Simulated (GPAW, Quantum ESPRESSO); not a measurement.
**As K-edge XANES of As (R-3m)**

Aim: the As K edge of As (R-3m) by two routes, a Lanczos recursion (XSpectra) and a sum over empty bands (GPAW), to see which features are robust.

Method: core-hole supercells, plane-wave PAW PBE (first program; GPAW 26.7.0 follows as the second), in Quantum ESPRESSO 7.5.

The database entry behind the starting cell differs from later determinations by our own check (old inner coordinate), so it need not match the best structure at ambient conditions.

**1. The starting structure**

The structure is trigonal, space group R-3m (No. 166). The conventional cell has a = 3.762 Å, b = 3.762 Å, c = 10.542 Å, α = 90.00°, β = 90.00°, γ = 120.00°. Nearest to As lie 3 As at 2.51 Å.

**2. The field without a hole (Quantum ESPRESSO)**

A plain self-consistent run shows whether there is a gap, which decides the set-up of the core-hole run.

The PAW data sets are made with ld1.x, with reconstruction data.

scf.in

```
&control
   calculation='scf', prefix='x', pseudo_dir='../pp', outdir='tmp', tprnfor=.true.
/
&system
   ibrav=0, nat=2, ntyp=2, nbnd=9
   ecutwfc=40, ecutrho=220
   occupations='smearing', smearing='mv', degauss=0.015
/
&electrons
   conv_thr=2.0e-08, electron_maxstep=120
   mixing_beta=0.5
/
ATOMIC_SPECIES
As3 1.0 As.pbe-nx-kjpaw.UPF
As 1.0 As.pbe-nx-kjpaw.UPF
CELL_PARAMETERS angstrom
  1.88079690 1.08587860 3.51406199
  -1.88079690 1.08587860 3.51406199
  0.00000000 -2.17175719 3.51406199
ATOMIC_POSITIONS crystal
As3  0.22600000 0.22600000 0.22600000
As   0.77400000 0.77400000 0.77400000
K_POINTS automatic
9 9 9 0 0 0
```

Command:

```sh
$ OMP_NUM_THREADS=1 mpirun --oversubscribe --bind-to none -np 4 pw.x -nk 4 -in scf.in > scf.out
```

The log of the run:

```text
     [... banner and references ...]
using ibrav=0 with symmetry is DISCOURAGED, use correct ibrav instead

     G-vector sticks info
     --------------------

     Using Slab Decomposition

     bravais-lattice index     =            0
     lattice parameter (alat)  =       7.8065  a.u.
     unit-cell volume          =     290.5899 (a.u.)^3
     number of atoms/cell      =            2
     number of atomic types    =            2
     number of electrons       =        10.00
     number of Kohn-Sham states=            9
     kinetic-energy cutoff     =      40.0000  Ry
     charge density cutoff     =     220.0000  Ry
     scf convergence threshold =      2.0E-08
     mixing beta               =       0.5000
     number of iterations used =            8  plain     mixing
     Exchange-correlation= SLA  PW   PBX  PBC
                           (   1   4   3   4   0   0   0)

     celldm(1)=   7.806459  celldm(2)=   0.000000  celldm(3)=   0.000000
     celldm(4)=   0.000000  celldm(5)=   0.000000  celldm(6)=   0.000000

     crystal axes: (cart. coord. in units of alat)
               a(1) = (   0.455289   0.262861   0.850656 )
               a(2) = (  -0.455289   0.262861   0.850656 )
               a(3) = (   0.000000  -0.525722   0.850656 )

     reciprocal axes: (cart. coord. in units 2 pi/alat)
               b(1) = (  1.098205  0.634049  0.391854 )
               b(2) = ( -1.098205  0.634049  0.391854 )
               b(3) = (  0.000000 -1.268098  0.391854 )

     PseudoPot. #1 for As:     Pseudo is Projector augmented-wave + core cor, Zval =  5.0

     PseudoPot. #2 for As:     Pseudo is Projector augmented-wave + core cor, Zval =  5.0

     atomic species   valence    mass     pseudopotential
     As3               5.00     1.00000     As( 1.00)
     As                5.00     1.00000     As( 1.00)

      6 Sym. Ops. (no inversion) found

   Cartesian axes

     site n.     atom                  positions (alat units)
         1        As3    tau(   1) = (   0.0000000   0.0000000   0.5767451  )
         2        As     tau(   2) = (   0.0000000   0.0000000   1.9752244  )

     number of k points=    85  Marzari-Vanderbilt smearing, width (Ry)=  0.0150
                       cart. coord. in units 2pi/alat
        k(    1) = (   0.0000000   0.0000000   0.0000000), wk =   0.0027435
        k(    2) = (   0.0000000  -0.1408997   0.0435394), wk =   0.0164609
        k(    3) = (   0.0000000  -0.2817995   0.0870787), wk =   0.0164609
        k(    4) = (   0.0000000  -0.4226992   0.1306181), wk =   0.0164609
        k(    5) = (   0.0000000  -0.5635989   0.1741574), wk =   0.0164609
[...]
k(   83) = (   0.8541592   0.4931491  -0.2176968), wk =   0.0164609
        k(   84) = (  -0.0000000  -0.0000000   0.5224723), wk =   0.0054870
        k(   85) = (  -0.0000000   1.1271978   0.1741574), wk =   0.0164609

     Dense  grid:    16021 G-vectors     FFT dimensions: (  40,  40,  40)

     Smooth grid:     9951 G-vectors     FFT dimensions: (  32,  32,  32)

     Initial potential from superposition of free atoms

     starting charge       9.9995, renormalised to      10.0000
     Starting wfcs are    8 randomized atomic wfcs +    1 random wfcs
     Checking if some PAW data can be deallocated...

     per-process dynamical memory:    19.8 Mb

     Self-consistent Calculation

     iteration #  1     ecut=    40.00 Ry     beta= 0.50
     Davidson diagonalization with overlap
     ethr =  1.00E-02,  avg # of iterations =  5.0

     Threshold (ethr) on eigenvalues was too large:
     Diagonalizing with lowered threshold

     Davidson diagonalization with overlap
     ethr =  1.16E-04,  avg # of iterations =  2.9

     total energy              =    -351.98258657 Ry
     estimated scf accuracy    <       0.01150591 Ry

     iteration #  2     ecut=    40.00 Ry     beta= 0.50
     Davidson diagonalization with overlap
[...]
13.5954

          k = 0.0000-0.4227 0.1306 (  1227 PWs)   bands (ev):

    -5.9894  -1.6947   4.7753   4.9147   6.5075   8.2245   8.8777   9.4312
    14.5127

          k = 0.0000-0.5636 0.1742 (  1242 PWs)   bands (ev):

    -5.0036  -3.1380   4.7617   4.8099   7.0169   7.5612   8.1296   9.0901
    15.9042

          k =-0.1220-0.0704 0.0871 (  1233 PWs)   bands (ev):

[...]
k =-0.1220-0.2113 0.1306 (  1240 PWs)   bands (ev):

[...]
k =-0.1220-0.3522 0.1742 (  1236 PWs)   bands (ev):

[...]
k =-0.1220-0.4931 0.2177 (  1238 PWs)   bands (ev):

[...]
k =-0.1220 0.6340-0.1306 (  1242 PWs)   bands (ev):

[...]
k =-0.1220 0.4931-0.0871 (  1238 PWs)   bands (ev):

[...]
k =-0.1220 0.3522-0.0435 (  1233 PWs)   bands (ev):

[...]
k =-0.1220 0.2113-0.0000 (  1227 PWs)   bands (ev):

[...]
k =-0.2440-0.1409 0.1742 (  1246 PWs)   bands (ev):

[...]
k =-0.2440 0.7045-0.0871 (  1246 PWs)   bands (ev):

[...]
k =-0.0000 0.2818 0.0435 (  1238 PWs)   bands (ev):

[...]
k =-0.1220 0.6340-0.0000 (  1243 PWs)   bands (ev):

[...]
k =-0.1220 0.4931 0.0435 (  1245 PWs)   bands (ev):

[...]
k =-0.1220 0.3522 0.0871 (  1237 PWs)   bands (ev):

[...]
k =-0.2440 0.8454-0.0000 (  1241 PWs)   bands (ev):

[...]
k =-0.2440 0.7045 0.0435 (  1240 PWs)   bands (ev):

[...]
k =-0.2440 0.5636 0.0871 (  1244 PWs)   bands (ev):

[...]
k = 0.6101 0.3522-0.3048 (  1245 PWs)   bands (ev):

[...]
k = 0.6101 0.2113-0.2612 (  1244 PWs)   bands (ev):

[...]
k = 0.6101 0.0704-0.2177 (  1246 PWs)   bands (ev):

[...]
k = 0.4881 0.2818-0.2177 (  1250 PWs)   bands (ev):

[...]
k = 0.4881 0.1409-0.1742 (  1244 PWs)   bands (ev):

[...]
k = 0.3661 0.2113-0.1306 (  1244 PWs)   bands (ev):

[...]
k =-0.0000 0.8454-0.0000 (  1244 PWs)   bands (ev):

[...]
k = 0.7321 0.4227-0.2612 (  1249 PWs)   bands (ev):

[...]
k = 0.7321 0.2818-0.2177 (  1241 PWs)   bands (ev):

[...]
k = 0.6101 0.3522-0.1742 (  1247 PWs)   bands (ev):

[...]
k =-0.0000-0.1409 0.4354 (  1248 PWs)   bands (ev):

[...]
k =-0.1220-0.0704 0.4789 (  1249 PWs)   bands (ev):

[...]
k =-0.1220 1.0567 0.1306 (  1241 PWs)   bands (ev):

[...]
k =-0.1220 0.9158 0.1742 (  1243 PWs)   bands (ev):

[...]
k = 0.8542 0.4931-0.2177 (  1237 PWs)   bands (ev):

    -5.6373  -2.1003   2.4700   4.6103   5.9965  10.0759  10.2430  12.3330
    14.4024

          k =-0.0000-0.0000 0.5225 (  1244 PWs)   bands (ev):

    -6.2322  -2.2208   5.8140   5.8140   7.0003   8.4663   8.4663   9.5000
    15.6006

          k =-0.0000 1.1272 0.1742 (  1236 PWs)   bands (ev):

    -6.0393  -2.2496   4.1912   5.4314   7.2683   8.6993   8.9439  10.7370
    15.3992

     the Fermi energy is     7.6338 ev

!    total energy              =    -351.98256320 Ry
     total all-electron energy =     -9043.917282 Ry
     estimated scf accuracy    <          8.5E-09 Ry
     smearing contrib. (-TS)   =       0.00015653 Ry
     internal energy E=F+TS    =    -351.98271973 Ry

     The total energy is F=E-TS. E is the sum of the following terms:
     one-electron contribution =       8.28864077 Ry
     hartree contribution      =       1.41249215 Ry
     xc contribution           =     -22.94925195 Ry
     ewald contribution        =     -26.59350357 Ry
     one-center paw contrib.   =    -312.14109713 Ry

     convergence has been achieved in   6 iterations

     Forces acting on atoms (cartesian axes, Ry/au):

     atom    1 type  1   force =    -0.00000000   -0.00000000    0.01861923
     atom    2 type  2   force =     0.00000000    0.00000000   -0.01861923

     Total force =     0.026332     Total SCF correction =     0.000038

     XML data file, charge density, pseudopotentials, collected wavefunctions

=------------------------------------------------------------------------------=
   JOB DONE.
=------------------------------------------------------------------------------=
```

The job ended after 3.3 s (4 MPI ranks of Arm Neoverse V1, shared host; peak memory 0.06 GiB).

Absorbing atoms carry a label of their own (element plus a letter or digit), as the spectrum program needs them as separate species.

The mesh shows no gap, so the system is treated as a metal and the core electron is put at the Fermi level (neutral cell).

**3. Spectrum without a core hole, As atom 1 (Quantum ESPRESSO)**

Without a hole the spectrum is the empty density of states of the right symmetry on the absorber, weighted by matrix elements. It needs only the small cell and serves as the baseline.

The absorber has 3 As at 2.51 Å (pyramidal, site symmetry 3m).

xspectra.in

```
&input_xspectra
   calculation='xanes_dipole', edge='K'
   prefix='x', outdir='tmp', xiabs=1, xe0=7.6338
   xonly_plot=.false., x_save_file='xanes.sav'
   xniter=3000, xcheck_conv=20, xerror=0.005
   xcoordcrys=.false., xepsilon(1)=1, xepsilon(2)=0, xepsilon(3)=0
/
&plot
   xnepoint=501, xemin=-10, xemax=70, terminator=.true., cut_occ_states=.true.
   xgamma=0.4
/
&pseudos
   filecore='../As.wfc'
/
&cut_occ
   cut_desmooth=0.1, cut_stepl=0.05, cut_stepu=0.05, cut_ierror=1e-5
/
8 8 8 0 0 0
```

Command:

```sh
$ OMP_NUM_THREADS=1 mpirun --oversubscribe --bind-to none -np 4 xspectra.x -nk 4 -in xspectra.in > xspectra.out
```

The log of the run:

```text
     [... banner and references ...]
Reading input_file

     calculation: xanes_dipole

     xepsilon  [cartesian coordinates]:   1.000000   0.000000   0.000000

     xonly_plot: FALSE
        => complete calculation: Lanczos + spectrum plot

     filecore (core-wavefunction file): ../As.wfc

     main plot parameters:
        cut_occ_states: TRUE
        gamma_mode:  constant
        -> using xgamma [eV]:  0.40
        xemin [eV]: -10.00
        xemax [eV]:  70.00
        xnepoint:  501
        xe0 [eV]:   7.633800 (energy zero read in input file)

[...]
x_save_file name:
     ->  xanes.sav
     x_save_file version:  2

     ... End STEP 1 ...

     ... Begin STEP 2 ...

     The spectrum is calculated using the following parameters:
        xe0 [eV]:    7.6338
        the occupied states are elimintate from the spectrum
        xemin [eV]: -10.00
        xemax [eV]:  70.00
        xnepoint:  501
        constant broadening parameter [eV]:    0.400
        Core level energy [eV]: -0.1187E+05
         (from electron binding energy of neutral atoms in X-ray data booklet)

     Cross-section successfully written in xanes.dat

     ... End STEP 2 ...

                                END JOB XSpectra
```

Run time: 50 s. Hardware: 4 MPI ranks; peak memory 0.08 GiB.

The core hole lives too briefly for so narrow a line (tabulated full width 2.1 eV). The run keeps xgamma small, and the tables are broadened afterwards: Lorentzian half width 1.07 eV up to 4 eV, rising linearly to 1.75 eV at 25 eV (not a setting of the program: the run's 0.4 eV curve was folded afterwards with a further Lorentzian).

The As K spectrum, As atom 1, no core hole (energy from the energy zero of the input (xe0, at the border of filled and empty states); intensity scaled to a mean of 1 over the first 20 eV; folded afterwards to Lorentzian half width 1.07 eV up to 4 eV, rising linearly to 1.75 eV at 25 eV; the points at xe0, where the cut of filled states can leave a spike, are interpolated; polarised curves are means over the symmetry-equivalent atoms):

| E (eV) | isotropic | ε ⊥ c | ε ∥ c |
| --- | --- | --- | --- |
| -2.0 | 0.21 | 0.21 | 0.20 |
| -1.0 | 0.33 | 0.33 | 0.33 |
| 0.0 | 0.64 | 0.64 | 0.64 |
| 1.0 | 1.18 | 1.19 | 1.14 |
| 2.0 | 1.55 | 1.55 | 1.54 |
| 3.0 | 1.65 | 1.70 | 1.54 |
| 4.0 | 1.57 | 1.65 | 1.41 |
| 5.0 | 1.37 | 1.40 | 1.32 |
| 6.0 | 1.22 | 1.19 | 1.29 |
| 7.0 | 1.00 | 0.99 | 1.04 |
| 8.0 | 0.78 | 0.81 | 0.72 |
| 9.0 | 0.69 | 0.73 | 0.60 |
| 10.0 | 0.72 | 0.76 | 0.63 |
| 11.0 | 0.80 | 0.85 | 0.72 |
| 12.0 | 0.87 | 0.91 | 0.79 |
| 13.0 | 0.89 | 0.92 | 0.83 |
| 14.0 | 0.84 | 0.85 | 0.83 |
| 15.0 | 0.81 | 0.80 | 0.83 |
| 16.0 | 0.82 | 0.80 | 0.87 |
| 17.0 | 0.84 | 0.81 | 0.89 |
| 18.0 | 0.84 | 0.81 | 0.89 |
| 19.0 | 0.81 | 0.79 | 0.86 |
| 20.0 | 0.80 | 0.79 | 0.83 |
| 21.0 | 0.80 | 0.81 | 0.80 |
| 22.0 | 0.80 | 0.80 | 0.80 |
| 23.0 | 0.80 | 0.79 | 0.81 |
| 24.0 | 0.79 | 0.78 | 0.81 |
| 25.0 | 0.78 | 0.78 | 0.79 |
| 26.0 | 0.78 | 0.78 | 0.79 |
| 27.0 | 0.77 | 0.77 | 0.79 |
| 28.0 | 0.77 | 0.75 | 0.80 |
| 29.0 | 0.78 | 0.75 | 0.82 |
| 30.0 | 0.80 | 0.78 | 0.84 |
| 31.0 | 0.82 | 0.82 | 0.83 |
| 32.0 | 0.83 | 0.82 | 0.83 |

Main maxima below 30 eV (height): 3.1 eV (1.65) and 12.7 eV (0.89). A K edge sees empty p states on the absorber.

**4. Reference energy of the supercell (Quantum ESPRESSO)**

The photon energy needs a difference of total energies, so the cell and mesh of the coming hole run are first run without a hole.

scf.in

```
&control
   calculation='scf', prefix='x', pseudo_dir='../pp', outdir='tmp', tprnfor=.true.
/
&system
   ibrav=0, nat=12, ntyp=1, nbnd=37
   ecutwfc=40, ecutrho=220
   occupations='smearing', smearing='mv', degauss=0.015
/
&electrons
   conv_thr=1.2e-07, electron_maxstep=120
   mixing_beta=0.5
/
ATOMIC_SPECIES
As 1.0 As.pbe-nx-kjpaw.UPF
CELL_PARAMETERS angstrom
  -5.64239070 3.25763579 0.00000000
  -3.76159380 -4.34351438 -3.51406199
  -1.88079690 -5.42939298 3.51406199
ATOMIC_POSITIONS crystal
As   0.11300000 0.66100000 0.33900000
As   0.11300000 0.99433333 0.67233333
As   0.61300000 0.82766667 0.50566667
As   0.11300000 0.32766667 0.00566667
As   0.61300000 0.16100000 0.83900000
As   0.61300000 0.49433333 0.17233333
As   0.38700000 0.83900000 0.16100000
As   0.38700000 0.17233333 0.49433333
As   0.88700000 0.00566667 0.32766667
As   0.38700000 0.50566667 0.82766667
As   0.88700000 0.33900000 0.66100000
As   0.88700000 0.67233333 0.99433333
K_POINTS automatic
4 4 4 0 0 0
```

Command:

```sh
$ OMP_NUM_THREADS=1 mpirun --oversubscribe --bind-to none -np 4 pw.x -nk 4 -in scf.in > scf.out
```

The log of the run:

```text
     [... banner and references ...]
[banner, memory and clock lines left out]
Found identity + (  0.0000  0.3333  0.3333) symmetry
     This is a supercell, fractional translations are disabled
     using ibrav=0 with symmetry is DISCOURAGED, use correct ibrav instead

     G-vector sticks info

     bravais-lattice index     =            0
     lattice parameter (alat)  =      12.3121  a.u.
     unit-cell volume          =    1743.5391 (a.u.)^3
[...]
atom    1 type  1   force =    -0.00039684    0.00022912    0.01963326
     atom    2 type  1   force =    -0.00039579    0.00022672    0.01962933
     atom    3 type  1   force =    -0.00039056    0.00022761    0.01963369
[...]
atom   11 type  1   force =     0.00039684   -0.00022912   -0.01963326
     atom   12 type  1   force =     0.00039424   -0.00022940   -0.01962933

     Total force =     0.068023     Total SCF correction =     0.000166

     XML data file, charge density, pseudopotentials, collected wavefunctions
[key lines of the parts left out:]
!    total energy              =   -2111.89123854 Ry
the Fermi energy is     7.6648 ev
convergence has been achieved in   7 iterations
```

Run time: 34 s. Hardware: 4 MPI ranks; peak memory 0.16 GiB; 2.3 min of CPU time.

Reference energy: -738292.523 eV with the cores included.

**5. The atom with a core hole (Quantum ESPRESSO)**

The frozen core must hold the hole, so the absorber gets a data set of its own.

As.pbe-nx-kjpaw-1sch.ld1.in

```
&input
   title='As', zed=33., rel=1, iswitch=3, dft='PBE',
   config='1s1 2s2 2p6 3s2 3p6 4s2 4p4 3d10 4d-1'
/
&inputp
   file_pseudopw='As.pbe-nx-kjpaw-1sch.UPF', author='',
   lpaw=.true.,
   pseudotype=3,
   lloc=2,
   which_augfun='PSQ',
   rmatch_augfun_nc=.true.,
   nlcc=.true.,
   new_core_ps=.true.,
   rcore=1.5,
   tm=.true.,
   zval=6,
   lgipaw_reconstruction=.true., use_paw_as_gipaw=.true.
/
5
4S  1  0  2.00  0.00  1.60  1.80  0.0
4S  1  0  0.00  0.40  1.60  1.80  0.0
4P  2  1  4.00  0.00  1.60  2.00  0.0
4P  2  1  0.00  2.00  1.60  2.00  0.0
4D  3  2  -2.00  0.50  2.00  2.00  0.0
```

Command:

```sh
$ ld1.x < As.pbe-nx-kjpaw-1sch.ld1.in > As.pbe-nx-kjpaw-1sch.ld1.out
```

The log of the run:

```text
     [... banner and references ...]
PAW data will be used for GIPAW calculation
     --------------------------- All-electron run ----------------------------

     As
     scalar relativistic calculation

     atomic number is 33.00
     dft =PBE   lsd =0 sic =0 latt =0  beta=0.20 tr2=1.0E-14
     Exchange-correlation= PBE
                           (   1   4   3   4   0   0   0)
     mesh =1209 r(mesh) =  99.83237 a.u. xmin = -7.00 dx = 0.01250
     1 Ry =  13.60569312 eV, c = 137.03599908

     n l     nl                  e(Ry)          e(Ha)          e(eV)
     1 0     1S 1( 1.00)      -890.3092      -445.1546    -12113.2738
     2 0     2S 1( 2.00)      -115.8507       -57.9253     -1576.2286
     2 1     2P 1( 6.00)      -103.6545       -51.8273     -1410.2916
[...]
3 2     3D 1(10.00)        -3.9503        -1.9752       -53.7471

     final scf error:  1.0E-14 reached in  30 iterations

     Etot =   -3646.376595 Ry,   -1823.188298 Ha,  -49611.480966 eV

     Ekin =    3704.974594 Ry,    1852.487297 Ha,   50408.747354 eV
     Encl =   -9008.997439 Ry,   -4504.498720 Ha, -122573.654506 eV
     Eh   =    1805.311342 Ry,     902.655671 Ha,   24562.512110 eV
     Exc  =    -147.665092 Ry,     -73.832546 Ha,   -2009.085924 eV

     normalization and overlap integrals

     s(1S/1S) =  1.000000  <r> =   0.0451  <r2> =    0.0027  r(max) =   0.0296
     s(1S/2S) = -0.005506
     s(1S/3S) = -0.002103
     s(1S/4S) = -0.000662
     s(2S/2S) =  1.000000  <r> =   0.1983  <r2> =    0.0464  r(max) =   0.1659
[...]
s(2P/2P) =  1.000000  <r> =   0.1717  <r2> =    0.0361  r(max) =   0.1325
     s(2P/3P) = -0.001029
     s(2P/4P) = -0.000251
     s(3S/3S) =  1.000000  <r> =   0.5803  <r2> =    0.3877  r(max) =   0.5046
[...]
Ekin =    3704.974594 Ry,    1852.487297 Ha,   50408.747354 eV
     Encl =   -9008.997439 Ry,   -4504.498720 Ha, -122573.654506 eV
     Eh   =    1805.311342 Ry,     902.655671 Ha,   24562.512110 eV
     Exc  =    -147.665092 Ry,     -73.832546 Ha,   -2009.085924 eV

     normalization and overlap integrals

[...]
s(2S/4S) = -0.000387
     s(2P/2P) =  1.000000  <r> =   0.1717  <r2> =    0.0361  r(max) =   0.1325
     s(2P/3P) = -0.001029
     s(2P/4P) = -0.000251
     s(3S/3S) =  1.000000  <r> =   0.5803  <r2> =    0.3877  r(max) =   0.5046
     s(3S/4S) = -0.000233
     s(3P/3P) =  1.000000  <r> =   0.5907  <r2> =    0.4093  r(max) =   0.4983
     s(3P/4P) = -0.000163
     s(4S/4S) =  1.000000  <r> =   1.8150  <r2> =    3.7887  r(max) =   1.5349
     s(4P/4P) =  1.000000  <r> =   2.3007  <r2> =    6.2655  r(max) =   1.8058
     s(3D/3D) =  1.000000  <r> =   0.6288  <r2> =    0.4947  r(max) =   0.4509

     ------------------------ End of All-electron run ------------------------

     ---------------------- Testing the pseudopotential ----------------------

     As
     scalar relativistic calculation

     atomic number is 33.00   valence charge is  6.00
     dft = SLA  PW   PBX  PBC   lsd =0 sic =0 latt =0  beta=0.20 tr2=1.0E-14
     mesh =1209 r(mesh) =  99.83237 xmin = -7.00 dx = 0.01250

     n l     nl             e AE (Ry)        e PS (Ry)    De AE-PS (Ry)
     1 0     4S   1( 2.00)       -1.24262       -1.24262        0.00000
     2 1     4P   1( 4.00)       -0.48132       -0.48132        0.00000

     eps = 3.2E-15  iter =  3

     Etot =   -3646.376595 Ry,   -1823.188298 Ha,  -49611.480966 eV
     Etotps =  -161.078763 Ry,     -80.539382 Ha,   -2191.588222 eV

     Ekin =      32.070579 Ry,      16.035289 Ha,     436.342453 eV
     Encl =     -60.788705 Ry,     -30.394353 Ha,    -827.072472 eV
     Ehrt =      15.304452 Ry,       7.652226 Ha,     208.227681 eV
     Ecxc =    -147.665089 Ry,     -73.832544 Ha,   -2009.085885 eV
     (Ecc =      -5.804759 Ry,      -2.902380 Ha,     -78.977774 eV)

     ---------------------- End of pseudopotential test ----------------------
```

Run time: 0.76 s. Hardware: 1 MPI rank; peak memory 0.13 GiB.

Removing the core electron and adding it to the valence shell costs the free atom 11908.2 eV.

(Part 1 of 4 ends here.)

[Banner, clock and machine lines of the logs are left out without a mark of their own.]

[Logs are printed without paths, hosts, clocks, repeated set-up lines and the standing remarks that a program may print on its own settings, such as how far it seeks lower states.]

[Hosts, paths, dates, database ids (printed as entryN), source tags and the programs' standing remarks are cut or masked in the printed files.]

[Lists of maxima count a maximum above −3 eV only where it reaches 4 % of the highest in the window and stands out from its surroundings by 2 % of it (1.5 % where it reaches 55 %); shoulders and weaker maxima are passed over, and of the rest the first, up to two pre-edge ones and the few strongest are named.]
